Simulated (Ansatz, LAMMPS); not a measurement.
# S in place of P at several sites of glassy 83P2O5-8BaO-8K2O (mol %) (75 atoms)

At which site of glassy 83P2O5-8BaO-8K2O (mol %) (75 atoms) does S in place of P cost least, and what about the site decides it?

Program: Ansatz 0.2.0. Level of theory: Kohn-Sham DFT, r2SCAN, PAW (set soft_2), plane waves. Values are calculated unless marked as measured.

## Step 1: The system as given

The cell holds 75 atoms: 20 P, 1 Ba, 2 K and 52 O. Its edges and angles: a = 10.265 Å, b = 10.265 Å, c = 10.265 Å, α = 90.0°, β = 90.0°, γ = 90.0°. 75 atoms (20 P, 1 Ba, 2 K, 52 O) placed at random at 2.53 g/cm³, melted at 4000 K for 10 ps at fixed volume with the Morse and Coulomb pair potential with partial charges (Pedone, Malavasi, Menziani, Cormack and Segre, J. Phys. Chem. B 110, 11780 (2006)). Quenched from 4000 K to 300 K at 20 K/ps and fixed volume, held 10 ps at zero pressure.

What the set-up can't give: The quench rate of 20 K/ps far exceeds what a furnace or splat quench reaches, so expect more defects and frozen-in strain than in a real sample. The starting topology of bonds comes from the classical model, and needn't be the one that DFT or experiment would give. Only the Γ point is sampled, in a cell whose shortest periodic width is 10 Å. The levels lack spin–orbit coupling, which is large for the heavy elements here.

## Step 2: Single point at the start

A single point comes first, to see the forces before anything moves.

Contents of input.yaml:

```yaml
crystal:
  lattice:
    - [10.26485, 0.0, 0.0]
    - [0.0, 10.26485, 0.0]
    - [0.0, 0.0, 10.26485]
  atoms:
    - { symbol: P, position: [0.94714, 0.74086, 0.56353] }
    - { symbol: P, position: [0.69953, 0.16066, 0.76623] }
    - { symbol: P, position: [0.2919, 0.96128, 0.61009] }
    - { symbol: P, position: [0.49632, 0.91135, 0.03265] }
    - { symbol: P, position: [0.69287, 0.62357, 0.66943] }
    - { symbol: P, position: [0.36544, 0.14092, 0.31098] }
    - { symbol: P, position: [0.56378, 0.85567, 0.54885] }
    - { symbol: P, position: [0.1477, 0.65401, 0.94495] }
    - { symbol: P, position: [0.30079, 0.26638, 0.58546] }
    - { symbol: P, position: [0.73679, 0.30834, 0.02925] }
    - { symbol: P, position: [0.95755, 0.0115, 0.69029] }
    - { symbol: P, position: [0.12637, 0.98103, 0.20472] }
    - { symbol: P, position: [0.88153, 0.56414, 0.03524] }
    - { symbol: P, position: [0.19624, 0.69175, 0.24655] }
    - { symbol: P, position: [0.49571, 0.73339, 0.27609] }
    - { symbol: P, position: [0.60658, 0.34886, 0.55701] }
    - { symbol: P, position: [0.43494, 0.34659, 0.09215] }
    - { symbol: P, position: [0.24418, 0.25707, 0.87677] }
    - { symbol: P, position: [0.76915, 0.82244, 0.96501] }
    - { symbol: P, position: [0.17168, 0.95595, 0.89543] }
    - { symbol: Ba, position: [0.96936, 0.346, 0.36501] }
    - { symbol: K, position: [0.78192, 0.04609, 0.32586] }
    - { symbol: K, position: [0.2745, 0.59412, 0.59402] }
    - { symbol: O, position: [0.60425, 0.73196, 0.62845] }
    - { symbol: O, position: [0.18584, 0.66498, 0.09478] }
    - { symbol: O, position: [0.52428, 0.04747, 0.08533] }
    - { symbol: O, position: [0.67502, 0.26888, 0.66424] }
    - { symbol: O, position: [0.58427, 0.62398, 0.25347] }
    - { symbol: O, position: [0.8271, 0.65798, 0.61748] }
    - { symbol: O, position: [0.24529, 0.58073, 0.87073] }
    - { symbol: O, position: [0.13989, 0.79637, 0.91162] }
    - { symbol: O, position: [0.46085, 0.05553, 0.37576] }
    - { symbol: O, position: [0.12982, 0.97849, 0.05123] }
    - { symbol: O, position: [0.2463, 0.92713, 0.74806] }
    - { symbol: O, position: [0.40581, 0.24914, 0.20371] }
    - { symbol: O, position: [0.49764, 0.82247, 0.1541] }
    - { symbol: O, position: [0.45934, 0.31628, 0.57369] }
    - { symbol: O, position: [0.0081, 0.59658, 0.95906] }
    - { symbol: O, position: [0.67801, 0.59331, 0.80968] }
    - { symbol: O, position: [0.11476, 0.30928, 0.91044] }
    - { symbol: O, position: [0.53351, 0.79292, 0.40748] }
    - { symbol: O, position: [0.83537, 0.91998, 0.05284] }
    - { symbol: O, position: [0.36316, 0.90795, 0.97109] }
    - { symbol: O, position: [0.15303, 0.58567, 0.33472] }
    - { symbol: O, position: [0.0536, 0.67715, 0.63296] }
    - { symbol: O, position: [0.58975, 0.07647, 0.78413] }
    - { symbol: O, position: [0.31794, 0.23337, 0.41681] }
    - { symbol: O, position: [0.80275, 0.43988, 0.00307] }
    - { symbol: O, position: [0.91847, 0.74688, 0.41951] }
    - { symbol: O, position: [0.14406, 0.83761, 0.24234] }
    - { symbol: O, position: [0.8005, 0.24177, 0.13881] }
    - { symbol: O, position: [0.34261, 0.72065, 0.28251] }
    - { symbol: O, position: [0.73139, 0.23648, 0.89371] }
    - { symbol: O, position: [0.02005, 0.05165, 0.26561] }
    - { symbol: O, position: [0.66906, 0.95458, 0.53887] }
    - { symbol: O, position: [0.25712, 0.05714, 0.24899] }
    - { symbol: O, position: [0.67168, 0.3343, 0.4275] }
    - { symbol: O, position: [0.61467, 0.85604, 0.95894] }
    - { symbol: O, position: [0.63986, 0.49376, 0.60073] }
    - { symbol: O, position: [0.03357, 0.11069, 0.60957] }
    - { symbol: O, position: [0.3052, 0.10994, 0.61076] }
    - { symbol: O, position: [0.58433, 0.34149, 0.05594] }
    - { symbol: O, position: [0.23284, 0.10754, 0.88895] }
    - { symbol: O, position: [0.3609, 0.2954, 0.97167] }
    - { symbol: O, position: [0.81792, 0.82306, 0.82949] }
    - { symbol: O, position: [0.93452, 0.88459, 0.6154] }
    - { symbol: O, position: [0.20751, 0.91184, 0.50142] }
    - { symbol: O, position: [0.90726, 0.54907, 0.17522] }
    - { symbol: O, position: [0.43055, 0.89973, 0.6007] }
    - { symbol: O, position: [0.29281, 0.28865, 0.7425] }
    - { symbol: O, position: [0.03576, 0.98424, 0.81702] }
    - { symbol: O, position: [0.79798, 0.68632, 0.02039] }
    - { symbol: O, position: [0.37365, 0.47121, 0.13365] }
    - { symbol: O, position: [0.82548, 0.08796, 0.726] }
    - { symbol: O, position: [0.1837, 0.35242, 0.55837] }
kpoints:
  mp_grid: { grid: [1, 1, 1] }
hamiltonian:
  xc: r2scan
scf:
  occupations: { method: fermi_dirac, width: 0.025 }
output:
  forces: true
```

The run is started by

```
> ansatz run input.yaml --threads 4 --pin off --max-ram 8192MiB --backend cpu --events-out ev --progress --plain --runs-dir out
```

The program printed:

```text
Engine: ansatz 0.2.0, aarch64-unknown-linux-gnu
Pseudopotentials: kind: paw
Pseudopotential: P, paw, valence charge 5, recommended cutoff 500 eV (meta_gga), P.paw.azcp
Pseudopotential: Ba, paw, valence charge 10, recommended cutoff 500 eV (meta_gga), Ba.paw.azcp
Pseudopotential: K, paw, valence charge 9, recommended cutoff 500 eV (meta_gga), K.paw.azcp
Pseudopotential: O, paw, valence charge 6, recommended cutoff 500 eV (meta_gga), O.paw.azcp
[... 6 lines on functional and potentials left out ...]
Crystal: 75 atoms, lattice volume = 1081.578 Å³
Basis set: ecut = 500 eV, 27609 PW (Γ), exchange–correlation on 300×300×300 points (64 copies of the dense FFT grid, shifted against one another)
Bands: 295, of which v1, the nominal top of the filled ones, is band 220 counted from 1 (219 counted from 0)
Symmetry: 1 space group operations
Space group: P1 (ITA 1), of the structure as read, at distance tolerance 1.0e-4 Å
k-points: 1
[... 13 lines on functional and potentials left out ...]
Initial density: superposition of atomic densities (neutral atoms: chi_scale 0, normalization atom), corrected by the library's trained network
Initial wavefunctions: pseudopotential atomic-orbital guess
Functional: x = r2scan, c = r2scan; τ floored in thin density (d = 2e-4 eV/Å³)
SCF iter   1: F=—  HF=-53814.322707 eV  |F-HF|=—  |Δ(HF+E_count)|=         —  Δρ=1.08e-2  dr2=1.63e0  dr2_τ=7.80e0  ethr=1.77e-3  ⟨swp⟩=8.0  Hψ=1688  notcnv=0  defer=50
preconditioner: auto → Resta (q_TF=auto, 2.348 Å⁻¹)  ε∞=2.8  [insulator: Δε(μ)=3.134 eV  Ē_g=17.409 eV  σ=0.025 eV  W_gap=1.00  n_scr=250 (ndim 8)  ℏωp=23.5 eV  f_vac=0.205  D(μ)=0.00/eV (n_scr^D=0)  ε∞_Penn≈2.8]
SCF iter   2: F=—  HF=-53815.732616 eV  |F-HF|=—  |Δ(HF+E_count)|=    1.41e0  Δρ=6.06e-3  dr2=2.97e-1  dr2_τ=4.22e-2  ethr=3.71e-4  ⟨swp⟩=3.0  Hψ=541  notcnv=0  defer=70
SCF iter   3: F=—  HF=-53815.670666 eV  |F-HF|=—  |Δ(HF+E_count)|=   6.19e-2  Δρ=2.30e-3  dr2=7.20e-2  dr2_τ=8.34e-3  ethr=6.75e-5  ⟨swp⟩=4.0  Hψ=411  notcnv=0  defer=30
automatic band count: iteration 3 solves 255 bands in place of 295: the levels show a gap, and the empty bands left out lie too high to hold charge; the band table lists the bands solved (type scf.n_extra_bands for more)
SCF iter   4: F=—  HF=-53815.656135 eV  |F-HF|=—  |Δ(HF+E_count)|=   1.45e-2  Δρ=7.75e-4  dr2=6.50e-3  dr2_τ=9.73e-4  ethr=1.64e-5  ⟨swp⟩=3.0  Hψ=504  notcnv=0  defer=30
SCF iter   5: F=—  HF=-53815.655711 eV  |F-HF|=—  |Δ(HF+E_count)|=   4.25e-4  Δρ=2.60e-4  dr2=9.74e-4  dr2_τ=7.26e-5  ethr=1.48e-6  ⟨swp⟩=3.0  Hψ=482  notcnv=0  defer=30
SCF iter   6: F=—  HF=-53815.655956 eV  |F-HF|=—  |Δ(HF+E_count)|=   2.46e-4  Δρ=1.50e-4  dr2=2.01e-4  dr2_τ=3.00e-5  ethr=2.21e-7  ⟨swp⟩=3.0  Hψ=502  notcnv=0  defer=30
SCF iter   7: F=—  HF=-53815.655957 eV  |F-HF|=—  |Δ(HF+E_count)|=   9.16e-7  Δρ=4.10e-5  dr2=1.67e-5  dr2_τ=2.45e-6  ethr=4.58e-8  ⟨swp⟩=3.0  Hψ=464  notcnv=0  defer=30
SCF iter   8: F=—  HF=-53815.654069 eV  |F-HF|=—  |Δ(HF+E_count)|=   1.89e-3  Δρ=1.58e-5  dr2=2.65e-6  dr2_τ=2.79e-7  ethr=3.79e-9  ⟨swp⟩=3.0  Hψ=515  notcnv=0  defer=30
SCF iter   9: F=—  HF=-53815.654070 eV  |F-HF|=—  |Δ(HF+E_count)|=   1.25e-6  Δρ=5.45e-6  dr2=3.20e-7  dr2_τ=3.67e-8  ethr=6.03e-10  ⟨swp⟩=2.0  Hψ=428  notcnv=0  defer=30
SCF iter  10: F=-53815.654071 eV  HF=-53815.654071 eV  |F-HF|=3.54e-8  |Δ(HF+E_count)|=   3.11e-7  Δρ=2.74e-6  dr2=7.66e-8  dr2_τ=9.35e-9  ethr=2.27e-11  ⟨swp⟩=6.0  Hψ=1022  notcnv=0
SCF 1 converged in 10 iterations: F = -53815.654071 eV  dr2 = 7.66e-8
  greatest PAW one-centre occupation: 0.989 electrons in one spin orbital (limit 2), on the K atom at site 22 (counted from 0), in its partial waves of l = 0
SCF converged after 10 iterations
Free energy (F): -53815.654071 eV
Harris-Foulkes:  -53815.654071 eV  (|F-HF|=3.54e-8)
Internal energy: -53815.654071 eV  (E = F + TS)
E sigma→0 (E₀):  -53815.654071 eV
Fermi energy:    4.809354 eV
--- Per-component energies (eV) ---
  E_band       = -2968.509888
  E_kinetic    = 11533.342916
  E_local      = -34167.742377  (includes V_loc(G=0)·N_el)
  E_nonlocal   = 3136.941064
  E_hartree    = 12832.724448
  E_xc         = -5437.409961
  E_vxc        = -7396.217936  (∫ρ·V_xc dr)
  E_paw        = -26697.640899  (= ΣΔE_a)
  E_vpaw       = -2214.150671  (= ΣTr[D̂ρ^β])
  E_aug_tail   = 0.055200  (compensation charges beyond the density's cutoff)
  E_vtau       = 473.829106  (kinetic-family band-sum trace: ∫τ·v_τ [+ j·A + Jᵃ·Aᵃ] dr)
  E_ewald      = -15012.124737
  E_core_change = -3.799725  (= ΣΔE_core)
  E_smearing   = -0.000000  (= −TS)
  E_closure    = 0.000000  (closes the sum)
  Σ components = -53815.654071   (vs F -53815.654071, Δ=0.00e0)
--- Forces (eV/Å), atoms counted from 1 ---
  atom   1  P      0.10855154    -0.42211848    -3.63378583
  atom   2  P     -0.61053794    -2.53145908     0.80525794
  atom   3  P     -3.84462693    -0.26819556    -1.98562771
  atom   4  P     -0.22336654     6.23379252     1.31467112
  atom   5  P      1.84099445    -2.85634646     4.71328062
  atom   6  P      2.63269752    -0.01804093     1.10778565
  atom   7  P      2.38442366     2.34869942    -2.66337896
  atom   8  P      2.90805047    -0.81772872     0.70594695
  atom   9  P     -1.10417130    -1.40544540    -2.03784252
  atom  10  P     -1.83116099    -1.52140902     1.14756404
  atom  11  P      2.61443221     2.99924291    -1.67011983
  atom  12  P      1.30567761     1.39511193    -1.30510899
  atom  13  P     -0.07507649     1.96198467     4.32740809
  atom  14  P      0.64471597    -1.05883253    -1.02948170
[...]
atom  74  O      0.55058298    -0.19330550     0.25435747
  atom  75  O      1.19424027    -0.41954345    -0.33317953
  max |Σ_I F_I| component: 4.98e-4 eV/Å
```

Elapsed: 31 s, on 4 threads of Arm Neoverse V1, shared host; peak memory 2.6 GiB.

The column dr2 measures how far the density is from self-consistency, as an energy; F and HF (Harris–Foulkes) agree once it is small.

The r.m.s. force at the start is 1.5 eV/Å.

## Step 3: Relaxation

With the cell held, the atoms are moved downhill towards a nearby minimum.

Contents of input.yaml:

```yaml
crystal:
  lattice:
    - [10.26485, 0.0, 0.0]
    - [0.0, 10.26485, 0.0]
    - [0.0, 0.0, 10.26485]
  atoms:
    [... the 75 atom lines of step 2 ...]
kpoints:
  mp_grid: { grid: [1, 1, 1] }
hamiltonian:
  xc: r2scan
scf:
  occupations: { method: fermi_dirac, width: 0.025 }
output:
  forces: true
relax:
  f_tol: 0.05
  max_steps: 120
```

The program printed:

```text
[...]
Pseudopotentials: kind: paw
Pseudopotential: P, paw, valence charge 5, recommended cutoff 500 eV (meta_gga), P.paw.azcp
Pseudopotential: Ba, paw, valence charge 10, recommended cutoff 500 eV (meta_gga), Ba.paw.azcp
Pseudopotential: K, paw, valence charge 9, recommended cutoff 500 eV (meta_gga), K.paw.azcp
Pseudopotential: O, paw, valence charge 6, recommended cutoff 500 eV (meta_gga), O.paw.azcp
[... 6 lines on functional and potentials left out ...]
Crystal: 75 atoms, lattice volume = 1081.578 Å³
Basis set: ecut = 500 eV, 27609 PW (Γ), exchange–correlation on 300×300×300 points (64 copies of the dense FFT grid, shifted against one another)
Bands: 295, of which v1, the nominal top of the filled ones, is band 220 counted from 1 (219 counted from 0)
Symmetry: 1 space group operations
Space group: P1 (ITA 1), of the structure as read, at distance tolerance 1.0e-4 Å
k-points: 1
[... 13 lines on functional and potentials left out ...]
Initial density: superposition of atomic densities (neutral atoms: chi_scale 0, normalization atom), corrected by the library's trained network
Initial wavefunctions: pseudopotential atomic-orbital guess
[...]
SCF iter   1: F=—  HF=-53814.322706 eV  |F-HF|=—  |Δ(HF+E_count)|=         —  Δρ=1.08e-2  dr2=1.63e0  dr2_τ=7.80e0  ethr=1.77e-3  ⟨swp⟩=8.0  Hψ=1688  notcnv=0  defer=50
preconditioner: auto → Resta (q_TF=auto, 2.348 Å⁻¹)  ε∞=2.8  [insulator: Δε(μ)=3.134 eV  Ē_g=17.409 eV  σ=0.025 eV  W_gap=1.00  n_scr=250 (ndim 8)  ℏωp=23.5 eV  f_vac=0.205  D(μ)=0.00/eV (n_scr^D=0)  ε∞_Penn≈2.8]
SCF iter   2: F=—  HF=-53815.732612 eV  |F-HF|=—  |Δ(HF+E_count)|=    1.41e0  Δρ=6.06e-3  dr2=2.97e-1  dr2_τ=4.22e-2  ethr=3.71e-4  ⟨swp⟩=3.0  Hψ=541  notcnv=0  defer=70
SCF iter   3: F=—  HF=-53815.670666 eV  |F-HF|=—  |Δ(HF+E_count)|=   6.19e-2  Δρ=2.30e-3  dr2=7.20e-2  dr2_τ=8.34e-3  ethr=6.75e-5  ⟨swp⟩=4.0  Hψ=411  notcnv=0  defer=30
automatic band count: iteration 3 solves 255 bands in place of 295: the levels show a gap, and the empty bands left out lie too high to hold charge; the band table lists the bands solved (type scf.n_extra_bands for more)
SCF iter   4: F=—  HF=-53815.656144 eV  |F-HF|=—  |Δ(HF+E_count)|=   1.45e-2  Δρ=7.75e-4  dr2=6.50e-3  dr2_τ=9.73e-4  ethr=1.64e-5  ⟨swp⟩=3.0  Hψ=504  notcnv=0  defer=30
SCF iter   5: F=—  HF=-53815.653820 eV  |F-HF|=—  |Δ(HF+E_count)|=   2.32e-3  Δρ=2.60e-4  dr2=9.74e-4  dr2_τ=7.26e-5  ethr=1.48e-6  ⟨swp⟩=3.0  Hψ=482  notcnv=0  defer=30
SCF iter   6: F=—  HF=-53815.654066 eV  |F-HF|=—  |Δ(HF+E_count)|=   2.45e-4  Δρ=1.50e-4  dr2=2.01e-4  dr2_τ=3.00e-5  ethr=2.21e-7  ⟨swp⟩=3.0  Hψ=502  notcnv=0  defer=30
SCF iter   7: F=-53815.654065 eV  HF=-53815.654057 eV  |F-HF|=8.42e-6  |Δ(HF+E_count)|=   8.88e-6  Δρ=4.09e-5  dr2=1.67e-5  dr2_τ=2.43e-6  ethr=1.42e-8  ⟨swp⟩=4.0  Hψ=1079  notcnv=0
SCF 1 converged in 7 iterations: F = -53815.654065 eV  dr2 = 1.67e-5
[...]
relax step   1: F+E_penalty+E_count = -53815.65406507 eV  Δ(F+E_penalty+E_count) = +0.000e0 eV  max|allowed force component| = 6.234e0 eV/Å  Δτ_max = 0.0000 Å  (7 SCF iters, dr2 threshold 6.25e-5 eV, accepted)
[... from here on, the SCF cycles and remarks between the steps are left out, and one step in 5 is shown ...]
relax step   2: F+E_penalty+E_count = -53818.60507683 eV  Δ(F+E_penalty+E_count) = -2.951e0 eV  max|allowed force component| = 4.625e0 eV/Å  Δτ_max = 0.1949 Å  (7 SCF iters, dr2 threshold 1.00e-4 eV, accepted)
relax step   5: F+E_penalty+E_count = -53823.39389532 eV  Δ(F+E_penalty+E_count) = -5.795e-1 eV  max|allowed force component| = 7.354e-1 eV/Å  Δτ_max = 0.1940 Å  (7 SCF iters, dr2 threshold 6.23e-5 eV, accepted)
relax step  10: F+E_penalty+E_count = -53824.53625135 eV  Δ(F+E_penalty+E_count) = -1.491e-1 eV  max|allowed force component| = 5.006e-1 eV/Å  Δτ_max = 0.1249 Å  (7 SCF iters, dr2 threshold 1.00e-4 eV, accepted)
relax step  15: F+E_penalty+E_count = -53824.98980441 eV  Δ(F+E_penalty+E_count) = -8.484e-2 eV  max|allowed force component| = 3.970e-1 eV/Å  Δτ_max = 0.1118 Å  (7 SCF iters, dr2 threshold 8.83e-5 eV, accepted)
relax step  20: F+E_penalty+E_count = -53825.41308329 eV  Δ(F+E_penalty+E_count) = -6.871e-2 eV  max|allowed force component| = 3.277e-1 eV/Å  Δτ_max = 0.1942 Å  (7 SCF iters, dr2 threshold 1.00e-4 eV, accepted)
relax step  25: F+E_penalty+E_count = -53825.60631196 eV  Δ(F+E_penalty+E_count) = -1.963e-2 eV  max|allowed force component| = 1.521e-1 eV/Å  Δτ_max = 0.0620 Å  (6 SCF iters, dr2 threshold 4.66e-5 eV, accepted)
relax step  30: F+E_penalty+E_count = -53825.65797495 eV  Δ(F+E_penalty+E_count) = -6.944e-3 eV  max|allowed force component| = 9.257e-2 eV/Å  Δτ_max = 0.0404 Å  (6 SCF iters, dr2 threshold 6.51e-6 eV, accepted)
relax step  32: F+E_penalty+E_count = -53825.67235230 eV  Δ(F+E_penalty+E_count) = -6.297e-3 eV  max|allowed force component| = 1.107e-1 eV/Å  Δτ_max = 0.0368 Å  (6 SCF iters, dr2 threshold 9.09e-6 eV, accepted)
[...]
Step cancelled. What follows is not a result of the run: it is the report of the last solve that finished, which converged after 6 SCF iterations.
Free energy (F): -53825.672352 eV
Harris-Foulkes:  -53825.672355 eV  (|F-HF|=3.03e-6)
Internal energy: -53825.672352 eV  (E = F + TS)
E sigma→0 (E₀):  -53825.672352 eV
Fermi energy:    4.817070 eV
--- Per-component energies (eV) ---
[...]
Σ components = -53825.672352   (vs F -53825.672352, Δ=0.00e0)
--- Forces (eV/Å), atoms counted from 1 ---
  atom   1  P     -0.00786099     0.02451817    -0.00682998
  atom   2  P     -0.03579523     0.02145897     0.00757124
  atom   3  P     -0.04716780     0.00065990     0.00156186
  atom   4  P     -0.01809018     0.00054792     0.00249192
[...]
atom  75  O     -0.00280947     0.00311938    -0.00244784
  max |Σ_I F_I| component: 3.51e-4 eV/Å
End of that report.
Error: SIGTERM received: cancelled by the caller after 1 completed SCF iterations
```

Run time: 12 min. Hardware: 4 threads; peak memory 2.6 GiB.

The relaxation was stopped at its limit after 32 steps, 10.0 eV below its start, with a largest force component of 0.11 eV/Å.

[end of part 1 of 3]

[Long decimals in the printed logs are rounded to 6 places.]

[Logs are printed without paths, hosts, clocks, repeated set-up lines and the standing remarks that a program may print on its own settings, such as how far it seeks lower states.]

[Hosts, paths, dates, database ids (printed as entryN), source tags and the programs' standing remarks are cut or masked in the printed files.]
